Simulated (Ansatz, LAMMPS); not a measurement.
# Glassy 81SiO2-7Na2O-7CaO-4ZnO (mol %) (78 atoms): a short ab initio trajectory

Wanted: a short trajectory of glassy 81SiO2-7Na2O-7CaO-4ZnO (mol %) (78 atoms) with its pair distributions.

Method: Kohn-Sham DFT, PBE, PAW (set soft_2), plane waves, in Ansatz 0.2.0.

**1. Starting point**

The cell holds 78 atoms: 22 Si, 4 Na, 2 Ca, 1 Zn and 49 O. Its edges and angles: a = 10.125 Å, b = 10.125 Å, c = 10.125 Å, α = 90.0°, β = 90.0°, γ = 90.0°. 78 atoms (22 Si, 4 Na, 2 Ca, 1 Zn, 49 O) placed at random at 2.4 g/cm³, melted at 4000 K for 10 ps at fixed volume with the Morse and Coulomb pair potential with partial charges (Pedone, Malavasi, Menziani, Cormack and Segre, J. Phys. Chem. B 110, 11780 (2006)). Quenched from 4000 K to 300 K at 300 K/ps and fixed volume, held 10 ps at zero pressure.

Before any run, some limits are plain. The quench rate of 300 K/ps is orders of magnitude faster than experiment, which tends to freeze in extra defects. The network of bonds at the start is that of the classical potential that made the cell, and needn't be the one that DFT or experiment would give. Sampling is at Γ alone, for a cell whose shortest periodic width is 10 Å.

**2. Dynamics at 900 K**

Without a thermostat the total energy must stay constant, which tests forces and time step. The time step is 1.0 fs.

input.yaml reads:

```yaml
crystal:
  lattice:
    - [10.12515, 0.0, 0.0]
    - [0.0, 10.12515, 0.0]
    - [0.0, 0.0, 10.12515]
  atoms:
    - { symbol: Si, position: [0.24341, 0.25369, 0.36632] }
    - { symbol: Si, position: [0.53984, 0.27407, 0.32374] }
    - { symbol: Si, position: [0.02493, 0.79244, 0.14222] }
    - { symbol: Si, position: [0.56697, 0.82767, 0.78986] }
    [... 68 atom lines left out ...]
    - { symbol: O, position: [0.15138, 0.22591, 0.76482] }
    - { symbol: O, position: [0.50301, 0.97283, 0.79613] }
    - { symbol: O, position: [0.96968, 0.89511, 0.02452] }
    - { symbol: O, position: [0.63148, 0.61949, 0.14338] }
    - { symbol: O, position: [0.80332, 0.5117, 0.29041] }
    - { symbol: O, position: [0.26514, 0.29935, 0.02324] }
kpoints:
  mp_grid: { grid: [1, 1, 1] }
hamiltonian:
  xc: pbe
scf:
  occupations: { method: fermi_dirac, width: 0.078 }
output:
  forces: true
md:
  timestep: 1.0
  n_steps: 301
  ensemble: nve
  temperature: 900
  initial_velocities: maxwell_boltzmann
  seed: 1729
```

Launch:

```
> ansatz run input.yaml --threads 4 --pin off --max-ram 8192MiB --backend cpu --events-out ev --progress --plain --runs-dir out
```

Run time: 22 min. Hardware: 4 threads of Arm Neoverse V2, shared host; peak memory 1.4 GiB.

The program notes that it switched symmetry off.

The trajectory, sampled:

| time (fs) | T (K) | potential (meV/atom) | conserved (meV/atom) |
| --- | --- | --- | --- |
| 0.0 | 900 | 0.0 | 0.00 |
| 20.0 | 748 | 19.4 | 0.08 |
| 40.0 | 654 | 31.5 | 0.11 |
| 60.0 | 732 | 21.4 | 0.05 |
| 80.0 | 860 | 5.1 | 0.01 |
| 100.0 | 789 | 14.2 | 0.02 |
| 120.0 | 809 | 11.7 | 0.08 |
| 140.0 | 806 | 12.1 | 0.05 |
| 161.0 | 842 | 7.5 | 0.03 |
| 181.0 | 855 | 5.8 | 0.04 |
| 201.0 | 833 | 8.7 | 0.06 |
| 221.0 | 819 | 10.4 | 0.04 |
| 241.0 | 825 | 9.6 | 0.05 |
| 261.0 | 802 | 12.5 | -0.01 |
| 281.0 | 818 | 10.4 | -0.01 |
| 301.0 | 856 | 5.7 | 0.06 |

Mean square displacement from the first frame to the last: Si 0.17 Å², Na 0.50 Å², Ca 0.56 Å², Zn 1.6 Å², O 0.23 Å².

Mean square displacement against time lag:

| time lag (fs) | Ca (Å²) | Na (Å²) | O (Å²) | Si (Å²) | Zn (Å²) |
| --- | --- | --- | --- | --- | --- |
| 1.0 | 3.9e-5 | 6.4e-5 | 1.3e-4 | 7.7e-5 | 5.1e-5 |
| 7.0 | 0.00187 | 0.00313 | 0.00585 | 0.00355 | 0.00251 |
| 13.0 | 0.00633 | 0.0107 | 0.0179 | 0.0106 | 0.00853 |
| 26.0 | 0.0237 | 0.0407 | 0.0498 | 0.0257 | 0.0327 |
| 32.0 | 0.0347 | 0.0594 | 0.0640 | 0.0299 | 0.0483 |
| 38.0 | 0.0472 | 0.0803 | 0.0781 | 0.0333 | 0.0664 |
| 44.0 | 0.0610 | 0.102 | 0.0915 | 0.0368 | 0.0869 |
| 51.0 | 0.0786 | 0.129 | 0.105 | 0.0415 | 0.114 |
| 63.0 | 0.112 | 0.172 | 0.120 | 0.0500 | 0.169 |
| 69.0 | 0.129 | 0.193 | 0.127 | 0.0541 | 0.201 |
| 76.0 | 0.150 | 0.214 | 0.135 | 0.0584 | 0.241 |
| 82.0 | 0.168 | 0.232 | 0.142 | 0.0617 | 0.277 |
| 88.0 | 0.186 | 0.248 | 0.149 | 0.0650 | 0.315 |
| 101.0 | 0.223 | 0.280 | 0.163 | 0.0738 | 0.401 |
| 107.0 | 0.239 | 0.293 | 0.168 | 0.0783 | 0.442 |
| 113.0 | 0.254 | 0.306 | 0.174 | 0.0821 | 0.483 |
| 119.0 | 0.267 | 0.319 | 0.179 | 0.0848 | 0.525 |
| 126.0 | 0.282 | 0.333 | 0.184 | 0.0864 | 0.575 |
| 138.0 | 0.304 | 0.355 | 0.192 | 0.0880 | 0.664 |
| 144.0 | 0.314 | 0.366 | 0.196 | 0.0895 | 0.710 |
| 151.0 | 0.327 | 0.378 | 0.201 | 0.0918 | 0.764 |

Over the second half of 301 fs the temperature averages 841 K with swings of 54 K r.m.s. The conserved energy stays within 0.12 meV/atom. From first frame to last Zn has the largest mean square displacement, 1.6 Å² at the end; the farthest move is 1.26 Å. The run spans 0.30 ps, too short for its means to be equilibrium values.

**3. Structure statistics late in the run**

The g(r) is a mean over the second half; what follows it is taken at the last frame.

Density 2.62 g/cm³, 13.31 Å³ an atom.

Mean of 14 frames. g(r), total and by pair (bins of 0.2 Å):

| r (Å) | total | O-O | O-Si | O-Na | O-Ca | O-Zn | Si-Si |
| --- | --- | --- | --- | --- | --- | --- | --- |
| 1.50 | 0.99 | 0.00 | 2.79 | 0.00 | 0.00 | 0.00 | 0.00 |
| 1.70 | 3.34 | 0.00 | 9.41 | 0.00 | 0.00 | 0.57 | 0.00 |
| 1.90 | 0.18 | 0.00 | 0.28 | 0.12 | 0.00 | 4.34 | 0.00 |
| 2.10 | 0.19 | 0.01 | 0.04 | 1.29 | 1.51 | 2.41 | 0.00 |
| 2.30 | 0.31 | 0.23 | 0.02 | 2.11 | 2.24 | 0.22 | 0.00 |
| 2.50 | 0.95 | 2.08 | 0.00 | 1.25 | 1.17 | 0.37 | 0.00 |
| 2.70 | 1.51 | 3.45 | 0.08 | 1.18 | 0.94 | 0.17 | 0.15 |
| 2.90 | 0.95 | 1.46 | 0.15 | 1.31 | 0.48 | 0.65 | 1.96 |
| 3.10 | 0.92 | 0.73 | 0.42 | 1.09 | 0.31 | 0.94 | 3.46 |
| 3.30 | 0.92 | 0.61 | 0.78 | 1.00 | 1.10 | 1.05 | 1.62 |
| 3.50 | 0.90 | 0.73 | 1.04 | 0.95 | 1.08 | 0.79 | 0.15 |
| 3.70 | 0.99 | 0.62 | 1.41 | 1.27 | 1.23 | 0.87 | 0.35 |
| 3.90 | 1.06 | 0.66 | 1.66 | 0.85 | 1.33 | 0.75 | 0.68 |
| 4.10 | 1.15 | 0.75 | 1.79 | 0.73 | 1.09 | 0.81 | 0.74 |
| 4.30 | 1.05 | 0.74 | 1.47 | 0.82 | 1.25 | 0.84 | 0.99 |
| 4.50 | 0.94 | 0.96 | 0.85 | 1.16 | 1.10 | 2.03 | 0.98 |
| 4.70 | 0.97 | 1.25 | 0.62 | 1.50 | 1.14 | 0.92 | 0.82 |
| 4.90 | 1.04 | 1.40 | 0.64 | 1.13 | 1.33 | 0.75 | 1.03 |

Bonds by pair of elements; cutoffs follow the first minimum of g(r), held within bounds set by covalent radii, and pairs that aren't listed don't count as bonded:

| pair A-B | cutoff (Å) | bonds | mean length (Å) | spread (Å) | shortest (Å) | B about A | A about B |
| --- | --- | --- | --- | --- | --- | --- | --- |
| O-Si | 2.16 | 89 | 1.65 | 0.067 | 1.5 | 1.82 | 4.04 |
| O-Na | 2.71 | 16 | 2.39 | 0.203 | 1.97 | 0.327 | 4 |
| O-Ca | 2.83 | 8 | 2.39 | 0.22 | 2.14 | 0.163 | 4 |
| O-Zn | 2.33 | 3 | 1.91 | 0.094 | 1.78 | 0.061 | 3 |

The cutoff for O-Ca falls short of the minimum of g(r), so counts run low and odd coordinations can be artefacts.

How many atoms have how many bonded neighbours:

| element | mean | 2 | 3 | 4 | 5 |
| --- | --- | --- | --- | --- | --- |
| Ca | 4 | 0 | 0 | 2 | 0 |
| Na | 4 | 1 | 0 | 1 | 2 |
| O | 2.37 | 32 | 16 | 1 | 0 |
| Si | 4.04 | 0 | 0 | 21 | 1 |
| Zn | 3 | 0 | 1 | 0 | 0 |

Bond angles (no mean is given where the spread exceeds 20°):

| angle | count | mean (°) | spread (°) |
| --- | --- | --- | --- |
| O-Si-O | 136 | 109 | 9.9 |
| Si-O-Si | 40 | 139 | 12.3 |
| O-Na-O | 27 | - | - |
| Na-O-Si | 26 | 107 | 19.8 |
| Ca-O-Si | 12 | 114 | 12.3 |

Oxygen atoms by the number of network formers (Si, P, Ge, B, Al, As, Ga) bound to them:

| network formers bound to O | O atoms | per cent |
| --- | --- | --- |
| 0 | 0 | 0 |
| 1 | 9 | 18.4 |
| 2 | 40 | 81.6 |

Network units: each former by its oxygen neighbours and how many of them bridge to another former:

| former | O neighbours | bridging O | atoms |
| --- | --- | --- | --- |
| Si | 4 | 2 | 1 |
| Si | 4 | 3 | 7 |
| Si | 4 | 4 | 13 |
| Si | 5 | 5 | 1 |

Bond length by coordination (bonds to H left out):

| element | coordination | atoms | mean bond length (Å) |
| --- | --- | --- | --- |
| Na | 2 | 1 | 2.03 |
| Na | 4 | 1 | 2.42 |
| Na | 5 | 2 | 2.45 |
| O | 2 | 32 | 1.68 |
| O | 3 | 16 | 1.96 |
| O | 4 | 1 | 2.16 |
| Si | 4 | 21 | 1.64 |
| Si | 5 | 1 | 1.75 |

Rings of the network by King's shortest-path rule, up to 12 atoms, one path for each pair of neighbours; H, halogens, alkali and alkaline-earth atoms are left out, and the last column divides by all other atoms, bonded or not:

| ring size (atoms) | rings | per network atom |
| --- | --- | --- |
| 6 | 2 | 0.028 |
| 8 | 6 | 0.083 |
| 10 | 6 | 0.083 |
| 12 | 7 | 0.097 |

The O-Si-O angle averages 109° with a spread of 10°. Counting bonds to Si alone, not to Zn, 82 % of the oxygens join two of these atoms and 18 % one. The commonest Si unit has 4 oxygens, 4 of them shared with other formers (13 of 22 atoms). Rings of 12 atoms are the most common (33 % of those counted); sizes run from 6 to 12, where the search stops.

**4. Single point at the last frame**

The last frame is solved again with fuller output, to read the electronic structure of a thermally displaced geometry.

input.yaml reads:

```yaml
crystal:
  lattice:
    - [10.12515, 0.0, 0.0]
    - [0.0, 10.12515, 0.0]
    - [0.0, 0.0, 10.12515]
  atoms:
    - { symbol: Si, position: [0.25025, 0.26798, 0.35873] }
    - { symbol: Si, position: [0.55406, 0.28903, 0.31976] }
    - { symbol: Si, position: [0.03172, 0.78186, 0.13393] }
    - { symbol: Si, position: [0.54889, 0.83276, 0.80716] }
    [... 68 atom lines left out ...]
    - { symbol: O, position: [0.12823, 0.23562, 0.75015] }
    - { symbol: O, position: [0.46281, 0.96763, 0.8033] }
    - { symbol: O, position: [0.02694, 0.8477, 0.97488] }
    - { symbol: O, position: [0.61924, 0.62688, 0.11379] }
    - { symbol: O, position: [0.78375, 0.55342, 0.31035] }
    - { symbol: O, position: [0.2891, 0.26889, 0.04737] }
kpoints:
  mp_grid: { grid: [1, 1, 1] }
hamiltonian:
  xc: pbe
scf:
  occupations: { method: fixed }
output:
  forces: true
  stress: true
  populations: true
  dos:
    method: { smearing: { sigma: 0.08 } }
    de: 0.1
    projected: { site_lists: { Ca: [Ca], Na: [Na], O: [O], Si: [Si], Zn: [Zn] } }
  eigenvalues: true
  write_density: true
  write_potential: true
  volumetric_format: npy
```

Wall time 15 s (4 threads); peak memory 1.3 GiB; 55 s of CPU time.

Read from the output:

| Property | Result |
| --- | --- |
| free energy | -54763.5324 eV |
| free energy per atom | -702.0966 eV/atom |
| SCF cycles | 10 |
| pressure | 2.722 GPa |
| r.m.s. force component | 1.422 eV/Å |
| longest force | 6.486 eV/Å |
| Fermi energy | 4.085 eV |
| gap (highest filled to lowest empty level) | 3.284 eV |
| spilling of the projection | 0.01246 |

Length of the force by element:

| element | coordination | atoms | mean length of the force (eV/Å) | spread | least | most |
| --- | --- | --- | --- | --- | --- | --- |
| Ca | all | 2 | 0.764 | 0.0526 | 0.711 | 0.816 |
| Na | all | 4 | 0.587 | 0.368 | 0.214 | 1.19 |
| O | all | 49 | 2.08 | 1.06 | 0.352 | 5.34 |
| Si | all | 22 | 2.68 | 1.36 | 0.376 | 6.49 |
| Zn | all | 1 | 2.04 | 0 | 2.04 | 2.04 |

Löwdin charges by element (they lack the spilled electrons, 0.072 e an atom on average):

| element | coordination | atoms | mean charge (e) | spread | least | most |
| --- | --- | --- | --- | --- | --- | --- |
| Ca | all | 2 | 1.81 | 0.0048 | 1.81 | 1.82 |
| Na | all | 4 | 0.821 | 0.0104 | 0.814 | 0.839 |
| O | all | 49 | -0.823 | 0.0672 | -0.986 | -0.730 |
| Si | all | 22 | 1.71 | 0.047 | 1.58 | 1.77 |
| Zn | all | 1 | 1.49 | 0 | 1.49 | 1.49 |

States in the cell by windows of 1 eV, zero at the Fermi level; the larger projections on atomic orbitals stand beside the total:

| from (eV) | to (eV) | total | O p | Si p | O s |
| --- | --- | --- | --- | --- | --- |
| -18 | -17 | 6.2 | 0.1 | 0.8 | 4.9 |
| -17 | -16 | 12.0 | 0.3 | 1.4 | 9.4 |
| -16 | -15 | 2.0 | 0.0 | 0.3 | 1.5 |
| -15 | -11 | 0.0 | 0.0 | 0.0 | 0.0 |
| -11 | -10 | 4.3 | 2.8 | 0.2 | 0.2 |
| -10 | -9 | 10.4 | 6.9 | 0.6 | 0.5 |
| -9 | -8 | 13.3 | 9.2 | 1.3 | 0.7 |
| -8 | -7 | 16.7 | 12.2 | 2.7 | 0.5 |
| -7 | -6 | 27.9 | 21.0 | 5.2 | 0.3 |
| -6 | -5 | 24.5 | 17.5 | 3.0 | 1.1 |
| -5 | -4 | 43.4 | 32.5 | 2.9 | 1.5 |
| -4 | -3 | 50.5 | 44.6 | 2.2 | 1.2 |
| -3 | -2 | 56.7 | 52.6 | 1.4 | 0.8 |
| -2 | -1 | 32.7 | 30.8 | 0.6 | 0.3 |
| -1 | 0 | 22.2 | 20.5 | 0.7 | 0.2 |
| 0 | 1 | 1.2 | 1.2 | 0.0 | 0.0 |
| 1 | 3 | 0.0 | 0.0 | 0.0 | 0.0 |
| 3 | 4 | 2.0 | 0.1 | 0.1 | 0.5 |
| 4 | 5 | 4.1 | 0.5 | 0.6 | 0.4 |

The curve was stored every 0.10 eV, coarse against its broadening of 0.08 eV, so these counts are rough.

With fixed occupations the program's Fermi level is the highest filled level; weight inside the gap is the broadening of levels at its edges.

Between -26 and -18 eV lie 114 more states.

The levels nearest the highest filled one (over half full), pooled over k-points and spins:

| level less the highest filled one (eV) | occupation |
| --- | --- |
| -0.471 | 2 |
| -0.401 | 2 |
| -0.374 | 2 |
| -0.339 | 2 |
| -0.243 | 2 |
| 0 | 2 |
| 3.28 | 0 |
| 4.70 | 0 |
| 4.84 | 0 |
| 5.06 | 0 |
| 5.12 | 0 |
| 5.33 | 0 |

Mean Löwdin charges: Ca +1.81, Na +0.82, O -0.82, Si +1.71, Zn +1.49 e (they miss 1.2 % of the electrons, so they add up to more than the cell's charge).

**5. Outcome**

```json
{"mean temperature, second half": "840.7 K", "temperature swing, second half": "53.56 K", "slope of the conserved energy against time, by least squares": "0.0002 meV/atom/ps", "free energy per atom": "-702.0966 eV/atom", "pressure": "2.722 GPa", "r.m.s. force component": "1.422 eV/Å", "gap (highest filled to lowest empty level)": "3.284 eV", "wall time of the 2 DFT runs": "23 min"}
```

**Reading.** Over the second half of 301 fs the temperature averages 841 K with swings of 54 K r.m.s. The conserved energy stays within 0.12 meV/atom. The run spans 0.30 ps, too short for its means to be equilibrium values. Counting bonds to Si alone, not to Zn, 82 % of the oxygens join two of these atoms and 18 % one. Filled and empty levels are parted by 3.28 eV (at Γ alone); a semilocal functional tends to put such gaps too low. In a disordered cell it changes from sample to sample, and tail or defect levels can set it.

Caveats: The stress is far from hydrostatic: its diagonal is 3.5, 0.0, 4.6 GPa, compression counted positive. The pressure of 2.7 GPa is that of one thermal frame at a volume set beforehand, without the kinetic term.

[Logs are printed without paths, hosts, clocks, repeated set-up lines and the standing remarks that a program may print on its own settings, such as how far it seeks lower states.]

[Hosts, paths, dates, database ids (printed as entryN), source tags and the programs' standing remarks are cut or masked in the printed files.]
